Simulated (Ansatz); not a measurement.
# InCl3 (model cell, started as ReO3 type): a soft mode frozen in, part 2 of 2

Aim: this structure of InCl3 (model cell, started as ReO3 type) is to be tested for unstable modes, and one is followed downhill.

Ansatz 0.2.0; DFT PBEsol, scalar-relativistic, plane waves, PAW.

So far, highest frequency on the path or at a solved wavevector (cm⁻¹): step 2 (the dispersion) 337. Also lowest frequency on the path (cm⁻¹): step 2 -89.7.

The structure was built from a prototype and need not be the compound's stable phase.

## 6. Relaxation from the frozen mode

Starting from the lowest point found, all atoms and the cell are let go, so that strain and other modes of the same symmetry can join in.

The input, input.yaml:

```yaml
crystal:
  lattice:
    - [5.0239648185, 5.0239648185, 0.0]
    - [5.0239648185, 0.0, 5.0239648185]
    - [5.0239648185, 0.0, -5.0239648185]
  atoms:
    - { symbol: In, position: [0.0, 0.0, 0.0] }
    - { symbol: In, position: [0.0, 0.5, 0.5] }
    - { symbol: Cl, position: [0.0, 0.2922240286, 0.2077759714] }
    - { symbol: Cl, position: [0.0, 0.7077759714, 0.7922240286] }
    - { symbol: Cl, position: [0.5, 0.7077759714, 0.7922240286] }
    - { symbol: Cl, position: [0.5, 0.2922240286, 0.2077759714] }
    - { symbol: Cl, position: [0.0844480573, 0.1655519427, 0.6655519427] }
    - { symbol: Cl, position: [-0.0844480573, 0.8344480573, 0.3344480573] }
kpoints:
  mp_grid: { grid: [8, 8, 8] }
hamiltonian:
  xc: pbesol
scf:
  occupations: { method: methfessel_paxton, width: 0.2 }
output:
  forces: true
  stress: true
  eigenvalues: true
relax:
  adjacent_minimum: "off"
  f_tol: 0.002
  max_steps: 120
  cell: { stress_tol: 0.03 }
```

Started as:

```sh
$ ansatz run input.yaml --threads 4 --pin off --max-ram 7168MiB --backend cpu --events-out ev --progress --plain --runs-dir out
```

Numbers of over 12 decimals in the logs are rounded to 6 here.

What it wrote:

```text
[...]
Crystal: 8 atoms, lattice volume = 253.612 Å³
Basis set: ecut = 420 eV, 4957 PW (Γ), exchange–correlation on 96×96×96 points (8 copies of the dense FFT grid, shifted against one another)
Bands: 42, of which v1, the nominal top of the filled ones, is band 34 counted from 1 (33 counted from 0)
Symmetry: 8 space group operations
[...]
k-points: 95 of 512
[...]
SCF iter   1: F=—  HF=-17423.115464 eV  |F-HF|=—  |Δ(HF+E_count)|=         —  Δρ=4.11e-3  dr2=5.33e-2  ethr=1.77e-3  ⟨swp⟩=8.5  Hψ=17685  notcnv=0
[...]
SCF iter   7: F=-17423.099024 eV  HF=-17423.099024 eV  |F-HF|=3.99e-8  |Δ(HF+E_count)|=   3.89e-7  S|Δr|=    0.00e0  Δρ=2.92e-6  dr2=3.03e-8  ethr=1.47e-10  ⟨swp⟩=12.7  Hψ=18999  notcnv=0
SCF 1 converged in 7 iterations: F = -17423.099024 eV  dr2 = 3.03e-8
[...]
relax step   1: F+E_penalty+E_count = -17423.09902448 eV  Δ(F+E_penalty+E_count) = +0.000e0 eV  max|allowed force component| = 1.462e-1 eV/Å  Δτ_max = 0.0000 Å  P = -1.961 GPa  Ω = 253.612 Å³  (7 SCF iters, dr2 threshold 1.00e-7 eV, accepted)
Crystal: 8 atoms, lattice volume = 231.582 Å³
Basis set: ecut = 420 eV, 4553 PW (Γ), exchange–correlation on 96×96×96 points (8 copies of the dense FFT grid, shifted against one another)
[...]
SCF iter   6: F=-17423.418718 eV  HF=-17423.418717 eV  |F-HF|=1.03e-6  |Δ(HF+E_count)|=   2.03e-5  S|Δr|=    0.00e0  Δρ=1.03e-5  dr2=4.11e-7  ethr=1.18e-9  ⟨swp⟩=7.2  Hψ=20711  notcnv=0
SCF 2 converged in 6 iterations: F = -17423.418718 eV  dr2 = 4.11e-7
[...]
relax step   2: F+E_penalty+E_count = -17423.41871781 eV  Δ(F+E_penalty+E_count) = -3.197e-1 eV  max|allowed force component| = 1.709e-1 eV/Å  Δτ_max = 0.1952 Å  P = -0.129 GPa  Ω = 231.582 Å³  energy of the carried Pulay correction = +2.460e-3 eV  (6 SCF iters, dr2 threshold 8.00e-7 eV, accepted)
Crystal: 8 atoms, lattice volume = 224.249 Å³
Basis set: ecut = 420 eV, 4399 PW (Γ), exchange–correlation on 96×96×96 points (8 copies of the dense FFT grid, shifted against one another)
[...]
SCF iter   6: F=-17423.529357 eV  HF=-17423.529357 eV  |F-HF|=2.42e-7  |Δ(HF+E_count)|=   4.99e-6  S|Δr|=    0.00e0  Δρ=6.16e-6  dr2=1.14e-7  ethr=1.18e-9  ⟨swp⟩=8.9  Hψ=17786  notcnv=0
SCF 3 converged in 6 iterations: F = -17423.529357 eV  dr2 = 1.14e-7
relax step   3: F+E_penalty+E_count = -17423.52935725 eV  Δ(F+E_penalty+E_count) = -1.106e-1 eV  max|allowed force component| = 5.069e-2 eV/Å  Δτ_max = 0.1922 Å  P = -0.374 GPa  Ω = 224.249 Å³  energy of the carried Pulay correction = +3.330e-3 eV  (6 SCF iters, dr2 threshold 8.00e-7 eV, accepted)
[...]
relax step   4: F+E_penalty+E_count = -17423.53661970 eV  Δ(F+E_penalty+E_count) = -7.262e-3 eV  max|allowed force component| = 2.396e-1 eV/Å  Δτ_max = 0.1244 Å  P = +0.019 GPa  Ω = 215.565 Å³  energy of the carried Pulay correction = +4.395e-3 eV  (6 SCF iters, dr2 threshold 8.00e-7 eV, accepted)
[...]
relax step   5: F+E_penalty+E_count = -17423.56142886 eV  Δ(F+E_penalty+E_count) = -2.481e-2 eV  max|allowed force component| = 4.293e-2 eV/Å  Δτ_max = 0.0723 Å  P = -0.040 GPa  Ω = 217.565 Å³  energy of the carried Pulay correction = +4.146e-3 eV  (5 SCF iters, dr2 threshold 8.00e-7 eV, accepted)
[...]
relax step   6: F+E_penalty+E_count = -17423.56367039 eV  Δ(F+E_penalty+E_count) = -2.242e-3 eV  max|allowed force component| = 2.888e-3 eV/Å  Δτ_max = 0.0170 Å  P = +0.022 GPa  Ω = 217.293 Å³  energy of the carried Pulay correction = +4.179e-3 eV  (5 SCF iters, dr2 threshold 1.15e-7 eV, accepted)
[...]
relax step   7: F+E_penalty+E_count = -17423.56364886 eV  Δ(F+E_penalty+E_count) = +2.154e-5 eV  max|allowed force component| = 1.848e-3 eV/Å  Δτ_max = 0.0008 Å  P = -0.026 GPa  Ω = 217.486 Å³  energy of the carried Pulay correction = +4.156e-3 eV  (6 SCF iters, dr2 threshold 5.21e-10 eV, accepted)
[...]
relax step   8: F+E_penalty+E_count = -17423.56033747 eV  Δ(F+E_penalty+E_count) = +3.311e-3 eV  max|allowed force component| = 1.499e-3 eV/Å  Δτ_max = 0.0000 Å  P = -0.030 GPa  Ω = 217.486 Å³  stress off target by 3.28e-2 GPa  SCF on the basis re-selected at this cell (its energy is not comparable with the rows above)  (6 SCF iters)
[...]
relax step   9: F+E_penalty+E_count = -17423.56037110 eV  Δ(F+E_penalty+E_count) = -3.363e-5 eV  max|allowed force component| = 4.162e-5 eV/Å  Δτ_max = 0.0007 Å  P = -0.001 GPa  Ω = 217.333 Å³  energy of the carried Pulay correction = +2.014e-5 eV  (5 SCF iters, dr2 threshold 2.70e-9 eV, accepted)
[...]
SCF iter   4: F=-17423.560352 eV  HF=-17423.560352 eV  |F-HF|=2.18e-11  |Δ(HF+E_count)|=  1.09e-10  S|Δr|=    0.00e0  Δρ=4.08e-8  dr2=9.03e-12  ethr=1.00e-12  ⟨swp⟩=9.5  Hψ=20663  notcnv=0
SCF 10 converged in 4 iterations: F = -17423.560352 eV  dr2 = 9.03e-12
relax step  10: F+E_penalty+E_count = -17423.56035170 eV  Δ(F+E_penalty+E_count) = +1.940e-5 eV  max|allowed force component| = 4.351e-5 eV/Å  Δτ_max = 0.0000 Å  P = -0.001 GPa  Ω = 217.333 Å³  stress off target by 1.01e-3 GPa  SCF on the basis re-selected at this cell (its energy is not comparable with the rows above)  (4 SCF iters)
[...]
SCF converged after 4 iterations
[...]
Free energy (F): -17423.560352 eV
[...]
Internal energy: -17423.560352 eV  (E = F + TS)
E sigma→0 (E₀):  -17423.560352 eV
Fermi energy:    2.866306 eV
[...]
--- Forces (eV/Å), atoms counted from 1 ---
  atom   1  In     0.00000000     0.00000000     0.00000000
  atom   2  In    -0.00000000    -0.00000000     0.00000000
  atom   3  Cl     0.00000000     0.00000000     0.00004351
  atom   4  Cl     0.00000000    -0.00000000    -0.00004351
  atom   5  Cl     0.00000000     0.00000000    -0.00004351
  atom   6  Cl     0.00000000     0.00000000     0.00004351
  atom   7  Cl    -0.00001958     0.00001958     0.00000000
  atom   8  Cl     0.00001958    -0.00001958    -0.00000000
  max |Σ_I F_I| component: 0.00e0 eV/Å
--- Stress (GPa, compression-positive) ---
       -0.000492       0.000520      -0.000000
        0.000520      -0.000492       0.000000
       -0.000000       0.000000      -0.000912
  P = ⅓ Tr σ = -0.0006 GPa (-0.006 kbar)
--- Band table (eV; the first three rows and the last of 95) ---
  k-point 0: bands = [... 30 lower, 1.4290, 1.7437, 1.7674, 2.0582, 3.6079, 7.8061, 7.8626, 8.0852, ... 4 higher]
  k-point 1: bands = [... 30 lower, 1.5927, 1.7009, 1.7525, 2.0441, 3.7294, 7.2021, 7.9460, 8.4223, ... 4 higher]
  k-point 2: bands = [... 30 lower, 1.5830, 1.6739, 1.7775, 1.9983, 4.0219, 6.4318, 8.2493, 8.7235, ... 4 higher]
  k-point 94: bands = [... 30 lower, 1.5138, 1.5138, 1.7164, 1.7164, 5.7612, 5.7612, 8.4635, 8.4635, ... 4 higher]
--- Relaxed structure (8 steps of the walk, 8 accepted, 2 SCFs on fresh bases) ---
  F+E_penalty+E_count = -17423.56035170 eV   max|allowed force component| = 4.351e-5 eV/Å   (the final SCF, on the basis selected at the relaxed cell)
  cell:  # Å, volume = 217.3329 Å³
    - [4.970964, 4.970964, 0.0]
    - [4.799789, 0.171175, 4.722847]
    - [4.799789, 0.171175, -4.722847]
  atoms:
    - { symbol: In, position: [7.337406848225748e-19, -1.72644867017076e-19, -8.632243350853821e-19] }
    - { symbol: In, position: [0.0, 0.500000, 0.500000] }
    - { symbol: Cl, position: [0.0, 0.328555, 0.171445] }
    - { symbol: Cl, position: [-6.938893903907228e-18, 0.671445, 0.828555] }
    - { symbol: Cl, position: [0.5, 0.671445, 0.828555] }
    - { symbol: Cl, position: [0.500000, 0.328555, 0.171445] }
    - { symbol: Cl, position: [0.150725, 0.099275, 0.599275] }
    - { symbol: Cl, position: [-0.150725, 0.900725, 0.400725] }
```

Wall time 1.9 min (4 threads of Arm Neoverse V2, shared host); peak memory 1.1 GiB; 7.4 min of CPU time.

Relaxation path:

```
step  energy less that of the first step (eV)  largest force component (eV/Å)  pressure (GPa)  volume (Å³)
   1                                   0.0000                          0.1462           -1.96       253.61
   2                                  -0.3197                          0.1709           -0.13       231.58
   3                                  -0.4303                          0.0507           -0.37       224.25
   4                                  -0.4376                          0.2396            0.02       215.57
   5                                  -0.4624                          0.0429           -0.04       217.56
   6                                  -0.4646                          0.0029            0.02       217.29
   7                                  -0.4646                          0.0018           -0.03       217.49
  8*                                  -0.4613                          0.0015           -0.03       217.49
   9                                  -0.4613                          0.0000            0.00       217.33
 10*                                  -0.4613                          0.0000            0.00       217.33
```

Relaxation steps marked * repeat the geometry before them on a plane-wave basis chosen anew for their cell, so energy and pressure can jump there.

The run keeps the 8 symmetry operations that it works with, so distortions that break them were not tested.

```
conventional cell, symmetrised  before  after   change
                         a (Å)   7.105  7.030   -1.1 %
                         b (Å)  10.048  9.446   -6.0 %
                         c (Å)   7.105  6.546   -7.9 %
              volume (Å³/atom)   31.70  27.17  -14.3 %
```

The atoms that moved most (Å, as changes of fractional coordinates times the final cell):

```
atom      dx      dy      dz  length
 Cl7  -0.307   0.307   0.000   0.434
 Cl8   0.307  -0.307   0.000   0.434
 Cl3   0.000   0.000   0.343   0.343
 Cl6   0.000   0.000   0.343   0.343
 Cl5   0.000   0.000  -0.343   0.343
 Cl4   0.000   0.000  -0.343   0.343
```

The relaxed structure:

```cif
data_structure
_symmetry_space_group_name_H-M 'P 1'
_symmetry_Int_Tables_number 1
_cell_length_a 7.0300
_cell_length_b 6.7359
_cell_length_c 6.7359
_cell_angle_alpha 89.038
_cell_angle_beta 58.545
_cell_angle_gamma 58.545
_cell_volume 217.33
loop_
_atom_site_label
_atom_site_type_symbol
_atom_site_fract_x
_atom_site_fract_y
_atom_site_fract_z
_atom_site_occupancy
In1 In 0.00000 0.00000 0.00000 1
In2 In 0.00000 0.50000 0.50000 1
Cl3 Cl 0.00000 0.32856 0.17144 1
Cl4 Cl 0.00000 0.67144 0.82856 1
Cl5 Cl 0.50000 0.67144 0.82856 1
Cl6 Cl 0.50000 0.32856 0.17144 1
Cl7 Cl 0.15072 0.09928 0.59928 1
Cl8 Cl 0.84928 0.90072 0.40072 1
```

This step gave:

| Property | Result |
| --- | --- |
| pressure | -6.32e-4 GPa |
| volume per atom | 27.17 Å³ |
| gap on the k-mesh | 1.550 eV |

The distorted start has space group Imma; the relaxation ends in Imma.

## 7. The new phase in its own primitive cell

The relaxed structure is symmetrised, reduced to its primitive cell and relaxed tightly, as its phonons need.

The input, input.yaml:

```yaml
crystal:
  lattice:
    - [-3.5150024364, 4.7228472488, 3.2729243839]
    - [3.5150024364, -4.7228472488, 3.2729243839]
    - [3.5150024364, 4.7228472488, -3.2729243839]
  atoms:
    - { symbol: In, position: [0.0, 0.0, 0.0] }
    - { symbol: In, position: [0.5, 0.0, 0.5] }
    - { symbol: Cl, position: [0.171444699, 0.0, 0.671444699] }
    - { symbol: Cl, position: [0.828555301, 0.0, 0.328555301] }
    - { symbol: Cl, position: [0.828555301, 0.5, 0.828555301] }
    - { symbol: Cl, position: [0.171444699, 0.5, 0.171444699] }
    - { symbol: Cl, position: [0.5992754645, 0.8492754645, 0.75] }
    - { symbol: Cl, position: [0.4007245355, 0.1507245355, 0.25] }
kpoints:
  mp_grid: { grid: [6, 6, 6] }
hamiltonian:
  xc: pbesol
scf:
  occupations: { method: fixed }
output:
  forces: true
  stress: true
  eigenvalues: true
relax:
  adjacent_minimum: "off"
  f_tol: 0.001
  max_steps: 60
  cell: { stress_tol: 0.01 }
```

What it wrote:

```text
[...]
Crystal: 8 atoms, lattice volume = 217.333 Å³
Basis set: ecut = 420 eV, 4235 PW (Γ), exchange–correlation on 96×96×96 points (8 copies of the dense FFT grid, shifted against one another)
Bands: 42, of which v1, the nominal top of the filled ones, is band 34 counted from 1 (33 counted from 0)
Symmetry: 8 space group operations
[...]
k-points: 46 of 216
[...]
- { symbol: In, position: [0.0, 0.0, 0.0] }
    - { symbol: In, position: [0.5, 0.0, 0.5] }
    - { symbol: Cl, position: [0.171445, -2.7755575615628914e-17, 0.671444699] }
    - { symbol: Cl, position: [0.828555301, -5.551115123125783e-17, 0.328555] }
    - { symbol: Cl, position: [0.828555301, 0.500000, 0.828555301] }
    - { symbol: Cl, position: [0.171445, 0.5, 0.171445] }
    - { symbol: Cl, position: [0.599275, 0.8492754645, 0.75] }
    - { symbol: Cl, position: [0.4007245355, 0.1507245355, 0.25] }
[key lines of the parts left out:]
SCF converged after 5 iterations
Free energy (F): -17423.560355 eV
Fermi energy:    2.058158 eV
P = ⅓ Tr σ = -0.0006 GPa (-0.006 kbar)
```

It took 11 s on 4 threads; peak memory 0.78 GiB.

Little changed from the start: no atom moved by 0.005 Å and no cell edge by 0.1 %.

Numbers from this step:

| Item | Value |
| --- | --- |
| pressure | -6.36e-4 GPa |
| direct gap on mesh | 1.550 eV |

The largest force component left is 0.042 meV/Å and the pressure is -0.001 GPa, within the tolerances set. The cell now holds 27.17 Å³/atom.

## 8. Modes of the new phase, k-mesh 6×6×6, occupations fixed

A relaxed structure may still be a saddle point, so its zone-centre modes are computed. The response to a homogeneous field gives the Born charges and the dielectric tensor, and its change with displacement the Raman tensors.

input.yaml, as its differences from that of step 7:

```diff
@@ -21,9 +21,7 @@
 output:
-  forces: true
-  stress: true
   eigenvalues: true
-relax:
-  adjacent_minimum: "off"
-  f_tol: 0.001
-  max_steps: 60
-  cell: { stress_tol: 0.01 }
+phonons:
+  method: dfpt
+  dielectric: true
+  rigid_motions: translations
+  raman: true
```

What it wrote:

```text
Engine: ansatz 0.2.0, aarch64-unknown-linux-gnu
Pseudopotentials: kind: paw
Pseudopotential: In, paw, valence charge 13, recommended cutoff 420 eV (normal), In.paw.azcp
Pseudopotential: Cl, paw, valence charge 7, recommended cutoff 420 eV (normal), Cl.paw.azcp
Functional definition: PBEsol
  exchange = pbesol_x
  correlation = pbesol_c
Crystal: 8 atoms, lattice volume = 217.333 Å³
Basis set: ecut = 420 eV, 4235 PW (Γ), exchange–correlation on 96×96×96 points (8 copies of the dense FFT grid, shifted against one another)
Bands: 42, of which v1, the nominal top of the filled ones, is band 34 counted from 1 (33 counted from 0)
Symmetry: 8 space group operations
k-points: 112 of 216 (irreducible under 1 space group operation, time reversal used)
Non-local potential: In, projectors of the file, l = 0: 2, l = 1: 2, l = 2: 2, l = 3: 2
Non-local potential: Cl, projectors of the file, l = 0: 2, l = 1: 2, l = 2: 2
PAW form: soft (Blöchl's): semilocal exchange-correlation on the pseudo side does not see the compensation charge
PAW frozen core: In, regenerated for the run's functional, and the local potential with it (the file was generated under x = pbe(κ = 0.804, μ = 0.219515), c = pbe(β = 0.066725))
PAW frozen core: Cl, regenerated for the run's functional, and the local potential with it (the file was generated under x = pbe(κ = 0.804, μ = 0.219515), c = pbe(β = 0.066725))
PAW one-centre angular grid: In, 590 points (default); XC on 64 Gauss nodes
PAW one-centre angular grid: Cl, 110 points (default); XC on 64 Gauss nodes
Initial density: superposition of atomic densities (neutral atoms: chi_scale 0, normalization atom), corrected by the library's trained network
Initial wavefunctions: pseudopotential atomic-orbital guess
Functional: x = pbesol(κ = 0.804, μ = 0.123457), c = pbesol(β = 0.046)
SCF iter   1: F=—  HF=-17423.574460 eV  |F-HF|=—  |Δ(HF+E_count)|=         —  Δρ=4.19e-3  dr2=4.97e-2  ethr=1.77e-3  ⟨swp⟩=5.0  Hψ=15998  notcnv=0  defer=671
preconditioner: auto → Resta (q_TF=auto, 2.248 Å⁻¹)  ε∞=3.3  [insulator: Δε(μ)=1.514 eV  Ē_g=13.771 eV  n_scr=54 (ndim 8)  ℏωp=20.8 eV  f_vac=0.136  ε∞_Penn≈3.3]
SCF iter   2: F=—  HF=-17423.561516 eV  |F-HF|=—  |Δ(HF+E_count)|=   1.29e-2  Δρ=1.58e-3  dr2=6.09e-3  ethr=7.31e-5  ⟨swp⟩=2.4  Hψ=8471  notcnv=0  defer=672
SCF iter   3: F=—  HF=-17423.560271 eV  |F-HF|=—  |Δ(HF+E_count)|=   1.24e-3  Δρ=3.75e-4  dr2=2.11e-4  ethr=8.95e-6  ⟨swp⟩=3.0  Hψ=8410  notcnv=0  defer=672
SCF iter   4: F=—  HF=-17423.560379 eV  |F-HF|=—  |Δ(HF+E_count)|=   1.08e-4  Δρ=9.03e-5  dr2=1.94e-5  ethr=3.11e-7  ⟨swp⟩=2.7  Hψ=7814  notcnv=0  defer=672
SCF iter   5: F=—  HF=-17423.560396 eV  |F-HF|=—  |Δ(HF+E_count)|=   1.74e-5  Δρ=2.19e-5  dr2=1.44e-6  ethr=2.85e-8  ⟨swp⟩=2.3  Hψ=7843  notcnv=0  defer=579
SCF iter   6: F=—  HF=-17423.560355 eV  |F-HF|=—  |Δ(HF+E_count)|=   4.14e-5  Δρ=6.61e-6  dr2=1.12e-7  ethr=2.12e-9  ⟨swp⟩=2.0  Hψ=8127  notcnv=0  defer=482
SCF iter   7: F=—  HF=-17423.560355 eV  |F-HF|=—  |Δ(HF+E_count)|=   1.23e-7  Δρ=1.96e-6  dr2=1.12e-8  ethr=1.64e-10  ⟨swp⟩=2.0  Hψ=7925  notcnv=0  defer=483
SCF iter   8: F=—  HF=-17423.560355 eV  |F-HF|=—  |Δ(HF+E_count)|=   1.81e-8  Δρ=5.56e-7  dr2=9.15e-10  ethr=1.65e-11  ⟨swp⟩=2.0  Hψ=7254  notcnv=0  defer=483
SCF iter   9: F=-17423.560355 eV  HF=-17423.560355 eV  |F-HF|=1.27e-10  |Δ(HF+E_count)|=   2.06e-9  Δρ=1.40e-7  dr2=5.38e-11  ethr=1.00e-12  ⟨swp⟩=17.2  Hψ=35401  notcnv=0
SCF 1 converged in 9 iterations: F = -17423.560355 eV  dr2 = 5.38e-11
[...]
NSCF: frozen V_eff on 5 k-points
DFPT response loops at Γ: preconditioner auto → Resta (q_TF=auto, 2.248 Å⁻¹)  ε∞=6.2 (no band partly filled); β = 1.00, the filter's whole step (`scf.mixing.beta` (0.50) is not read by the response loops at its default; to damp them type it under 1.00, their step now; it binds the ground state too); Broyden in place of MSR1
```

The job ended after 6.3 min (4 threads; peak memory 4.3 GiB).

The run was cut off at the time limit after its SCF cycle had converged; no result of it is taken.

The program's message: “Warning: RAYON”

## 9. The phases reached

The phases reached along the modes that were followed are set side by side.

Energies are those of the first relaxation, on the mesh of the frozen mode; space group, volume and gap are those of the last relaxation. Phases, by row:

```
                  mode frozen in  space group  energy from parent (meV/atom)  volume (Å³/atom)  gap on mesh (eV)  lowest zone-centre optical mode (cm⁻¹)  largest shift (Å)
                          parent        Pm-3m                              0              31.7                 0                                       –                  –
   q = (0, -0.5, -0.5), 90i cm⁻¹       P4/mbm                         -64.08              29.2             0.888                                   -17.6              0.759
q = (-0.5, -0.5, -0.5), 89i cm⁻¹       I4/mcm                         -64.14             29.19             0.936                                   -63.9               0.76
q = (-0.5, -0.5, -0.5), 89i cm⁻¹         R-3c                         -150.9             24.28              2.05                                    68.8              1.052
q = (-0.5, -0.5, -0.5), 89i cm⁻¹         Imma                         -102.6             27.17              1.55                                       –              0.987
```

## 10. Results

| Property | Result |
| --- | --- |
| unstable mode of the parent | q = (-0.5, -0.5, -0.5), 89i cm⁻¹ |
| depth at the lowest point sampled | 45.0 meV/atom |
| largest atomic shift at that point | 0.6 Å |
| space group reached (within 0.01 Å) | Imma |
| energy gained over the parent (first relaxation, on the mesh of the frozen mode) | 103 meV/atom |
| volume per atom, phase reached | 27.2 Å³ |
| gap on the k-mesh, phase reached | 1.55 eV |

**Reading.** Along this mode the structure falls into Imma, 103 meV/atom below the parent. At the parent's cell the well is 44.98 meV/atom deep on the steps tried, with its lowest point at a shift of 0.6 Å. That is the last step tried, so the steps alone don't bracket the bottom of the well. Relaxing atoms and cell changes the gain by +57.65 meV/atom against the lowest step (energies at zero smearing). The modes of the phase reached were not computed on this path. Of the 4 patterns followed to their end from this parent, this one ends 48.2 meV/atom above the lowest, R-3c. Each path keeps the symmetry of its pattern, so a lower phase may lie along a pattern not tried. With no gap, or one that is small against the smearing, the frequencies hang on the k mesh and the smearing, most of all near Kohn anomalies. A semilocal functional can close a gap that the real compound would have, so the metallic treatment may be an artefact of the level. The starting cell was built on a prototype and not taken from a measurement, so the phase need not exist.

[Logs are printed without paths, hosts, clocks, repeated set-up lines and the standing remarks that a program may print on its own settings, such as how far it seeks lower states.]

[Hosts, paths, dates, database ids (printed as entryN), source tags and the programs' standing remarks are cut or masked in the printed files.]
